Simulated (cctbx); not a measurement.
# Resonant diffraction in Y3TmMn8

Space group Cm (no. 8), a = 8.8910 Å, b = 5.3680 Å, c = 8.4690 Å, α = 90.00°, β = 93.65°, γ = 90.00°.

```csv
atom,mult.,x,y,z,Ueq (Å²)
Tm1,2,0.6742,0,0.5558,0.0080
Y1,2,0.6622,0,0.9409,0.0035
Y2,2,0.3303,0,0.0636,0.0042
Y3,2,0.3335,0,0.4345,0.0051
Mn1,4,0.5837,0.7469,0.2428,0.0102
Mn2,2,0.8332,0,0.2536,0.0086
Mn3,4,0.4107,0.2658,0.7573,0.0136
Mn4,2,0.1678,0,0.7486,0.0072
Mn5,2,0.9993,0,0.0054,0.0067
Mn6,2,0.0054,0,0.4995,0.0098
```

The model is made up (kin elements in a known structure type, no relaxation), so it says nothing on whether the phase exists.

Calculated with cctbx: free-atom f′ and f″ from the Sasaki tables, no fine structure; amplitudes in electrons.

| E (eV) | F 2 0 0 | F 3 1 1 | F 1 1 3 | F 1 1 2 |
| --- | --- | --- | --- | --- |
| 8048 | 60.8 | 49.1 | 267.1 | 59.7 |
| 8398 | 55.8 | 45.7 | 265.1 | 58.1 |
| 8528 | 52.4 | 42.8 | 263.3 | 57.0 |
| 8588 | 49.5 | 40.2 | 261.7 | 56.3 |
| 8618 | 46.7 | 37.6 | 260.0 | 55.6 |
| 8633 | 43.9 | 35.0 | 258.4 | 55.2 |
| 8640 | 41.5 | 32.7 | 257.0 | 54.9 |
| 8644 | 38.9 | 30.2 | 255.5 | 54.7 |
| 8652 | 44.9 | 37.3 | 266.2 | 41.1 |
| 8656 | 47.5 | 39.6 | 267.9 | 41.4 |
| 8663 | 49.8 | 41.8 | 269.4 | 41.9 |
| 8678 | 52.3 | 44.1 | 270.9 | 42.6 |
| 8708 | 54.7 | 46.4 | 272.4 | 43.7 |
| 8798 | 57.5 | 49.2 | 274.1 | 45.4 |
| 9048 | 59.6 | 51.8 | 275.4 | 47.2 |

**Question.** Which edge is crossed, and why do the reflections move as they do?

The L3 edge of Tm. The edge is at 8648 eV. f′ of Tm falls from -12.0 e at 8528 eV to -19.0 e at 4 eV below it, and f″ steps from 3.73 to 10.55 e across it. Over that approach |F| changes by -26 % (2 0 0), -29 % (3 1 1), -3 % (1 1 3) and -4 % (1 1 2): a reflection falls where Tm scatters in phase with the total and rises where it scatters against it; it hardly moves where the Tm term is small or cancels by symmetry or lies in quadrature to the total. The f″ term interferes with the normal scattering with opposite sign for the two Friedel mates. The largest Friedel difference in the scan is 60.3 % of the mean (2 0 0, at 8652 eV).

[Logs are printed without paths, hosts, clocks, repeated set-up lines and the standing remarks that a program may print on its own settings, such as how far it seeks lower states.]
